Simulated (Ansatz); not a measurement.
# Band gap of Na3MoO4Cl (P4/nmm) from density functionals to GW, part 2 of 3

Aim: the gap of Na3MoO4Cl (P4/nmm) at several levels of theory on one structure, with the time that each takes.

Ansatz 0.2.0; density functionals, hybrids and G0W0, plane waves, PAW. Known limits of the many-body steps: finite bands, screening cutoff and k mesh; no spin-orbit coupling in G0W0; screening cutoff under 40 eV in some runs.

So far. Step 4 (PBE on the 4×4×4 mesh): Over mesh and path the gap is 4.314 eV, from k = (0.500, 0.500, 0.500) to k = Γ. The least direct gap found is 4.337 eV, at k = Γ. PBE against PBEsol: 4.314 − 4.298 = +0.016 eV, with the same mesh, files and cutoff, and both edges at the same k points. Step 5 (PBE+SOC on the 4×4×4 mesh): Over mesh and listed points the gap is 4.309 eV, from k = (0.000, 0.000, 0.500) to k = Γ. The least direct gap found is 4.336 eV, at k = Γ. PBE+SOC against PBE: 4.309 − 4.314 = −0.005 eV.

In doubt: masses and optical values from hybrid runs of this build are listed as unsure (step 11), which bears on the screening that GW takes from such a start.

**6. r2SCAN on the 4×4×4 mesh**

r2SCAN is a meta-GGA: it depends on the kinetic-energy density as well as on the density and its gradient.

This step: DFT, r2SCAN, plane waves, PAW; PAW set soft_1.

The input, input.yaml:

```yaml
crystal:
  lattice:
    - [7.4942, 0.0, 0.0]
    - [0.0, 7.4942, 0.0]
    - [0.0, 0.0, 5.3409]
  atoms:
    - { symbol: Na, position: [0.75, 0.75, 0.0] }
    - { symbol: Na, position: [0.75, 0.25, 0.0] }
    - { symbol: Na, position: [0.25, 0.25, 0.0] }
    - { symbol: Na, position: [0.25, 0.75, 0.0] }
    - { symbol: Na, position: [0.5, 0.0, 0.6389095619] }
    - { symbol: Na, position: [0.0, 0.5, 0.3610904381] }
    - { symbol: Mo, position: [0.0, 0.0, 0.5] }
    - { symbol: Mo, position: [0.5, 0.5, 0.5] }
    - { symbol: Cl, position: [0.5, 0.0, 0.155433647] }
    - { symbol: Cl, position: [0.0, 0.5, 0.844566353] }
    - { symbol: O, position: [0.810272275, 0.0, 0.7004856242] }
    - { symbol: O, position: [0.5, 0.310272275, 0.7004856242] }
    - { symbol: O, position: [0.189727725, 0.0, 0.7004856242] }
    - { symbol: O, position: [0.5, 0.689727725, 0.7004856242] }
    - { symbol: O, position: [0.310272275, 0.5, 0.2995143758] }
    - { symbol: O, position: [0.0, 0.189727725, 0.2995143758] }
    - { symbol: O, position: [0.689727725, 0.5, 0.2995143758] }
    - { symbol: O, position: [0.0, 0.810272275, 0.2995143758] }
kpoints:
  mp_grid: { grid: [4, 4, 4] }
  band_path:
    path:
      - [0.0, 0.0, 0.0]
      - [0.0, 0.5, 0.0]
      - [0.5, 0.5, 0.0]
      - [0.0, 0.0, 0.5]
      - [0.0, 0.5, 0.5]
      - [0.5, 0.5, 0.5]
    npoints: 1
hamiltonian:
  xc: r2scan
  pseudopotentials: { kind: paw, azcp: { folder: soft_1 } }
scf:
  occupations: { method: fixed }
  n_extra_bands: 10
output:
  eigenvalues: true
  forces: true
  stress: true
```

Started as:

```sh
$ ansatz run input.yaml --threads 2 --pin off --max-ram 92160MiB --backend cuda --events-out ev --progress --plain --runs-dir out --devices 1 --max-vram 13GiB
```

Numbers of over 12 decimals in the logs are rounded to 6 here.

The program printed:

```text
[...]
GPUs: using 1 of 1 available (devices: 1).
[...]
GPU FFT provider: cuFFT
GPU libraries: cuBLAS 13.8.2, cuFFT 12.4.0, cuSOLVER 12.3.4
Crystal: 18 atoms, lattice volume = 299.961 Å³
Basis set: ecut = 500 eV, 7603 PW (Γ), exchange–correlation on 240×240×160 points (64 copies of the dense FFT grid, shifted against one another)
[...]
k-point 0: bands = [... 68 lower, 1.6596, 1.8082, 1.8082, 1.9333, 6.6720, 6.7577, 7.0257, 7.1677, ... 6 higher]
  k-point 1: bands = [... 68 lower, 1.7807, 1.8791, 1.8791, 1.9233, 6.7551, 6.9590, 7.1760, 7.1799, ... 6 higher]
  k-point 2: bands = [... 68 lower, 1.8771, 1.9134, 1.9524, 1.9524, 6.8387, 7.0863, 7.1921, 7.3070, ... 6 higher]
  k-point 17: bands = [... 68 lower, 1.7396, 1.7396, 1.9546, 1.9546, 6.9736, 6.9736, 7.2734, 7.2734, ... 6 higher]
[key lines of the parts left out:]
SCF converged after 10 iterations
Free energy (F): -25601.581376 eV
Fermi energy:    1.954581 eV
P = ⅓ Tr σ = -1.4488 GPa (-14.488 kbar)
```

Wall time 12 s (1 × NVIDIA H100 80GB HBM3 (shared by 6 runs) with 2 threads of AMD EPYC 7R13 (Zen 3), shared host); peak memory 1.4 GiB; 12 s of CPU time.

This step gave:

| Item | Value |
| --- | --- |
| pressure | -1.449 GPa |
| gap | 4.717 eV |
| valence top at | A |
| conduction bottom at | Γ |
| least direct gap | 4.739 eV |

Over mesh and listed points the gap is 4.717 eV, from k = (0.500, 0.500, 0.500) to k = Γ. The least direct gap found is 4.739 eV, at k = Γ. r2SCAN against PBE: 4.717 − 4.314 = +0.403 eV. The runs also differ in plane-wave cutoff (420 eV and 500 eV), so how much of this comes from the functional alone is not known.

**7. HSE06 on the 2×2×4 mesh**

HSE06 mixes in a quarter of exact exchange at short range.

This step: DFT, HSE06, plane waves, PAW; PAW set soft_1.

Edit input.yaml of step 6 so:

```diff
@@ -25,3 +25,3 @@
 kpoints:
-  mp_grid: { grid: [4, 4, 4] }
+  mp_grid: { grid: [2, 2, 4] }
   band_path:
@@ -36,3 +36,3 @@
 hamiltonian:
-  xc: r2scan
+  xc: hse06
   pseudopotentials: { kind: paw, azcp: { folder: soft_1 } }
@@ -43,3 +43 @@
   eigenvalues: true
-  forces: true
-  stress: true
```

The program printed:

```text
[...]
GPUs: using 1 of 1 available (devices: 1).
[...]
davidson cushion auto → on  (no smearing: the cushion is to keep the highest requested band from converging to the state above it; pin scf.eigensolver.cushion to override)
[...]
GPU FFT provider: cuFFT
GPU libraries: cuBLAS 13.8.2, cuFFT 12.4.0, cuSOLVER 12.3.4
Crystal: 18 atoms, lattice volume = 299.961 Å³
Basis set: ecut = 420 eV, 5889 PW (Γ)
[...]
E sigma→0 (E₀):  -25549.630096 eV
Fermi energy:    1.236529 eV
[...]
--- Band table (eV; the first three rows and the last of 9) ---
  k-point 0: bands = [... 68 lower, 0.9119, 1.0873, 1.0873, 1.2195, 7.0396, 7.1025, 7.4193, 7.5901, ... 6 higher]
  k-point 1: bands = [... 68 lower, 1.0769, 1.1521, 1.1521, 1.2084, 7.1365, 7.3390, 7.5851, 7.6048, ... 6 higher]
  k-point 2: bands = [... 68 lower, 1.1965, 1.1972, 1.2305, 1.2305, 7.2347, 7.4802, 7.6193, 7.7294, ... 6 higher]
  k-point 8: bands = [... 68 lower, 1.0347, 1.0347, 1.2268, 1.2268, 7.3788, 7.3788, 7.6920, 7.6920, ... 6 higher]
[key lines of the parts left out:]
Free energy (F): -25549.630096 eV
```

Elapsed: 40 s, on 1 × NVIDIA H100 80GB HBM3 (shared by 6 runs) with 2 threads; peak memory 1.6 GiB.

Numbers from this step:

```yaml
gap: 5.803 eV
valence_top_at: R
conduction_bottom_at: Γ
least_direct_gap: 5.820 eV
exact_exchange_fraction: 0.25
```

Over mesh and listed points the gap is 5.803 eV, from k = (0.000, 0.500, 0.500) to k = Γ. The least direct gap found is 5.820 eV, at k = Γ. HSE06 against PBE: 5.803 − 4.314 = +1.489 eV. The runs also differ in mesh (4×4×4 and 2×2×4), and the valence top lies at another k point, so how much of this comes from the functional alone is not known.

**8. PBE0 on the 2×2×4 mesh**

PBE0 mixes in a quarter of exact exchange at all distances.

This step: DFT, PBE0, plane waves, PAW; PAW set soft_1.

Edit input.yaml of step 7 so:

```diff
@@ -36,3 +36,3 @@
 hamiltonian:
-  xc: hse06
+  xc: pbe0
   pseudopotentials: { kind: paw, azcp: { folder: soft_1 } }
```

The program printed:

```text
[...]
GPUs: using 1 of 1 available (devices: 1).
[...]
GPU FFT provider: cuFFT
GPU libraries: cuBLAS 13.8.2, cuFFT 12.4.0, cuSOLVER 12.3.4
Crystal: 18 atoms, lattice volume = 299.961 Å³
Basis set: ecut = 420 eV, 5889 PW (Γ)
Bands: 82, of which v1, the nominal top of the filled ones, is band 72 counted from 1 (71 counted from 0)
Symmetry: 16 space group operations
[...]
k-points: 9 of 16
[...]
E sigma→0 (E₀):  -25550.804483 eV
Fermi energy:    0.832614 eV
[...]
--- Band table (eV; the first three rows and the last of 9) ---
  k-point 0: bands = [... 68 lower, 0.5035, 0.6816, 0.6816, 0.8158, 7.4159, 7.4712, 7.7959, 7.9739, ... 6 higher]
  k-point 1: bands = [... 68 lower, 0.6717, 0.7466, 0.7466, 0.8045, 7.5145, 7.7165, 7.9659, 7.9888, ... 6 higher]
  k-point 2: bands = [... 68 lower, 0.7935, 0.7935, 0.8257, 0.8257, 7.6145, 7.8603, 8.0035, 8.1135, ... 6 higher]
  k-point 8: bands = [... 68 lower, 0.6300, 0.6300, 0.8220, 0.8220, 7.7594, 7.7594, 8.0755, 8.0755, ... 6 higher]
[key lines of the parts left out:]
Free energy (F): -25550.804483 eV
```

Run time: 39 s. Hardware: 1 × NVIDIA H100 80GB HBM3 (shared by 6 runs) with 2 threads; peak memory 1.6 GiB.

This step gave:

* gap: 6.583 eV
* valence top at: R
* conduction bottom at: Γ
* least direct gap: 6.600 eV
* exact-exchange fraction: 0.25

Over mesh and listed points the gap is 6.583 eV, from k = (0.000, 0.500, 0.500) to k = Γ. The least direct gap found is 6.600 eV, at k = Γ. PBE0 against HSE06: 6.583 − 5.803 = +0.780 eV, with the same mesh, files and cutoff, and both edges at the same k points.

**9. DDH-PBE0 on the 2×2×4 mesh**

The input asks for a share of exact exchange of one over the crystal's ε∞, which the program works out first.

This step: DFT, dielectric-dependent PBE0 (fraction 1/eps_inf of PBE), plane waves, PAW; PAW set soft_1.

Edit input.yaml of step 8 so:

```diff
@@ -24,2 +24,3 @@
     - { symbol: O, position: [0.0, 0.810272275, 0.2995143758] }
+  host: atoms
 kpoints:
@@ -36,3 +37,6 @@
 hamiltonian:
-  xc: pbe0
+  xc:
+    exchange: pbe
+    correlation: pbe
+    exx: { coeff: inverse_dielectric }
   pseudopotentials: { kind: paw, azcp: { folder: soft_1 } }
```

The program printed:

```text
[...]
the fraction of exact exchange is that of a crystal of Na6Mo2Cl2O8
GPUs: using 1 of 1 available (devices: 1).
[...]
a weight of exact exchange comes from the crystal, and the text's number only plans the run
Solving k-mesh 2×2×2 for the fraction of exact exchange
[...]
Fermi energy:    0.041140 eV
[...]
--- Band table (eV; the first three rows and the last of 9) ---
  k-point 0: bands = [... 68 lower, -0.3191, -0.1217, -0.1217, 0.0120, 7.7928, 7.8402, 8.1770, 8.3690, ... 6 higher]
  k-point 1: bands = [... 68 lower, -0.1187, -0.0587, -0.0587, 0.0002, 7.8939, 8.0977, 8.3551, 8.3847, ... 6 higher]
  k-point 2: bands = [... 68 lower, 0.0195, 0.0195, 0.0225, 0.0225, 7.9969, 8.2467, 8.4003, 8.5100, ... 6 higher]
  k-point 8: bands = [... 68 lower, -0.1622, -0.1622, 0.0099, 0.0099, 8.1461, 8.1461, 8.4703, 8.4703, ... 6 higher]
[key lines of the parts left out:]
Free energy (F): -25553.560588 eV
```

Wall time 65 s (1 × NVIDIA H100 80GB HBM3 (shared by 6 runs) with 2 threads); peak memory 2 GiB.

This step gave:

| Property | Result |
| --- | --- |
| gap | 7.752 eV |
| valence top at | R |
| conduction bottom at | Γ |
| least direct gap | 7.781 eV |
| exact-exchange fraction | 0.3750 |

Over mesh and listed points the gap is 7.752 eV, from k = (0.000, 0.500, 0.500) to k = Γ. The least direct gap found is 7.781 eV, at k = Γ. DDH-PBE0 against PBE0: 7.752 − 6.583 = +1.169 eV, with the same mesh, files and cutoff, and both edges at the same k points.

**10. G0W0@PBE, 2×2×4 mesh, 1009 empty bands, screening to 130 eV, PAW set soft_1 files**

G0W0 replaces the xc potential by a self-energy built once from the orbitals of the start. Levels are corrected in the window of bands that the input names, at points of the mesh.

This step: G0W0 on PBE, plane waves, PAW; PAW set soft_1.

Edit input.yaml of step 9 so:

```diff
@@ -24,19 +24,6 @@
     - { symbol: O, position: [0.0, 0.810272275, 0.2995143758] }
-  host: atoms
 kpoints:
   mp_grid: { grid: [2, 2, 4] }
-  band_path:
-    path:
-      - [0.0, 0.0, 0.0]
-      - [0.0, 0.5, 0.0]
-      - [0.5, 0.5, 0.0]
-      - [0.0, 0.0, 0.5]
-      - [0.0, 0.5, 0.5]
-      - [0.5, 0.5, 0.5]
-    npoints: 1
 hamiltonian:
-  xc:
-    exchange: pbe
-    correlation: pbe
-    exx: { coeff: inverse_dielectric }
+  xc: pbe
   pseudopotentials: { kind: paw, azcp: { folder: soft_1 } }
@@ -44,4 +31,7 @@
   occupations: { method: fixed }
-  n_extra_bands: 10
-output:
-  eigenvalues: true
+gw:
+  n_empty_bands: 1009
+  ecut_chi: 130.0
+  qp_bands: [v4, c4]
+  qp_kpoints: band_edges
+  screening: { model: contour_deformation }
```

The program printed:

```text
GPUs: using 1 of 1 available (devices: 1).
[...]
GPU FFT provider: cuFFT
GPU libraries: cuBLAS 13.8.2, cuFFT 12.4.0, cuSOLVER 12.3.4
Crystal: 18 atoms, lattice volume = 299.961 Å³
Basis set: ecut = 420 eV, 5889 PW (Γ)
Bands: 90, of which v1, the nominal top of the filled ones, is band 72 counted from 1 (71 counted from 0)
Symmetry: 16 space group operations
[...]
k-points: 9 of 16
[...]
0    76      7.2312   -16.7546    -3.8183   -22.5232  0.7794     9.2250     9.1815  root
[...]
8    73      7.0366   -16.1502    -3.8651   -21.9057  0.7851     8.9662     8.9270  root
     8    74      7.0366   -16.1502    -3.8651   -21.9057  0.7851     8.9662     8.9270  root
     8    75      7.3338   -16.7485    -3.8024   -22.5021  0.7810     9.3278     9.2850  root
     8    76      7.3338   -16.7485    -3.8024   -22.5021  0.7810     9.3278     9.2850  root
[key lines of the parts left out:]
SCF converged after 10 iterations
Free energy (F): -25546.003183 eV
Fermi energy:    2.404055 eV
```

It took 54 s on 1 × NVIDIA H100 80GB HBM3 (shared by 6 runs) with 2 threads; peak memory 3.2 GiB; 80 s of CPU time.

Numbers from this step:

```
bands summed                                    : 1081
RPA ε∞ on this mesh (eigenvalues)               : 2.518, 2.518, 2.529
plane waves in the screening matrix             : 1001
G0W0 gap over the corrected points              : 7.084 eV
k of the valence top                            : -0.5, -0.5, -0.5
k of the conduction bottom                      : 0, 0, 0
starting gap on the mesh                        : 4.314 eV
Z at the valence top                            : 0.7470
Z at the conduction bottom                      : 0.8066
least direct G0W0 gap over the corrected points : 7.102 eV
```

Over all 9 irreducible mesh points the G0W0 gap is 7.084 eV, from k = (-0.500, -0.500, -0.500) to k = Γ. The PBE gap of this run on the mesh is 4.314 eV. Other states bound it: the two that bound the G0W0 gap lie 4.377 eV apart in PBE, so state for state the correction is 7.084 − 4.377 = +2.707 eV, while gap against gap it is 7.084 − 4.314 = +2.770 eV.

**11. G0W0@HSE06, 2×2×4 mesh, 1009 empty bands, screening to 130 eV, PAW set soft_1 files**

This step: G0W0 on HSE06, plane waves, PAW; PAW set soft_1.

Edit input.yaml of step 10 so:

```diff
@@ -27,3 +27,3 @@
 hamiltonian:
-  xc: pbe
+  xc: hse06
   pseudopotentials: { kind: paw, azcp: { folder: soft_1 } }
```

The program printed:

```text
GPUs: using 1 of 1 available (devices: 1).
[...]
GPU FFT provider: cuFFT
GPU libraries: cuBLAS 13.8.2, cuFFT 12.4.0, cuSOLVER 12.3.4
Crystal: 18 atoms, lattice volume = 299.961 Å³
Basis set: ecut = 420 eV, 5889 PW (Γ)
Bands: 90, of which v1, the nominal top of the filled ones, is band 72 counted from 1 (71 counted from 0)
Symmetry: 16 space group operations
[...]
k-points: 9 of 16
[...]
0    75      7.4193   -14.7319    -3.6525   -19.8711  0.8239     8.9216     8.9059  root
     0    76      7.5902   -16.3504    -3.6352   -21.6203  0.8125     9.2452     9.2249  root
[...]
8    73      7.3788   -15.7369    -3.6780   -20.9875  0.8173     8.9695     8.9513  root
     8    74      7.3788   -15.7369    -3.6780   -20.9875  0.8173     8.9695     8.9513  root
     8    75      7.6920   -16.3448    -3.6222   -21.6056  0.8139     9.3507     9.3306  root
     8    76      7.6920   -16.3448    -3.6222   -21.6056  0.8139     9.3507     9.3306  root
[key lines of the parts left out:]
Free energy (F): -25549.630096 eV
Fermi energy:    1.236525 eV
```

Wall time 3.1 min (1 × NVIDIA H100 80GB HBM3 (shared by 6 runs) with 2 threads); peak memory 3.6 GiB; 3.9 min of CPU time.

This step gave:

| Item | Value |
| --- | --- |
| bands summed | 1081 |
| RPA ε∞ on this mesh (eigenvalues) | 2.261, 2.261, 2.274 |
| plane waves in the screening matrix | 1001 |
| G0W0 gap over the corrected points | 7.635 eV |
| k of the valence top | -0.5, -0.5, -0.5 |
| k of the conduction bottom | 0, 0, 0 |
| starting gap on the mesh | 5.803 eV |
| Z at the valence top | 0.7832 |
| Z at the conduction bottom | 0.8355 |
| least direct G0W0 gap over the corrected points | 7.648 eV |

Over all 9 irreducible mesh points the G0W0 gap is 7.635 eV, from k = (-0.500, -0.500, -0.500) to k = Γ. The HSE06 gap of this run on the mesh is 5.803 eV. Other states bound it: the two that bound the G0W0 gap lie 5.876 eV apart in HSE06, so state for state the correction is 7.635 − 5.876 = +1.759 eV, while gap against gap it is 7.635 − 5.803 = +1.832 eV. G0W0@HSE06 against G0W0@PBE with 1081 bands: 7.635 − 7.084 = +0.551 eV, with the same mesh, files and cutoffs, and both edges at the same k points.

(Continued in part 3 of 3.)

[Paths, hosts, dates, memory and timing lines, banners, echoed tables and standing remarks are left out of the program output.]

[Logs are printed without paths, hosts, clocks, repeated set-up lines and the standing remarks that a program may print on its own settings, such as how far it seeks lower states.]

[Runs of the session that timed out or met a known fault of the program may be left out.]

[Cells called generated may have been cut or substituted from an entry of the Crystallography Open Database or the Materials Project.]

[Hosts, paths, dates, database ids (printed as entryN), source tags and the programs' standing remarks are cut or masked in the printed files.]

[Where an RPA ε∞ is given, it is that of the G0W0 mesh and is not shown converged in it. Names of k-points follow the symmetry that the program found, which can be lower than the space group named. Band edges on a path are those of the sampled points; other points can move an edge, and change direct to indirect where valleys lie close.]

[Hybrid gaps are those of their k-mesh and are not shown converged in it.]
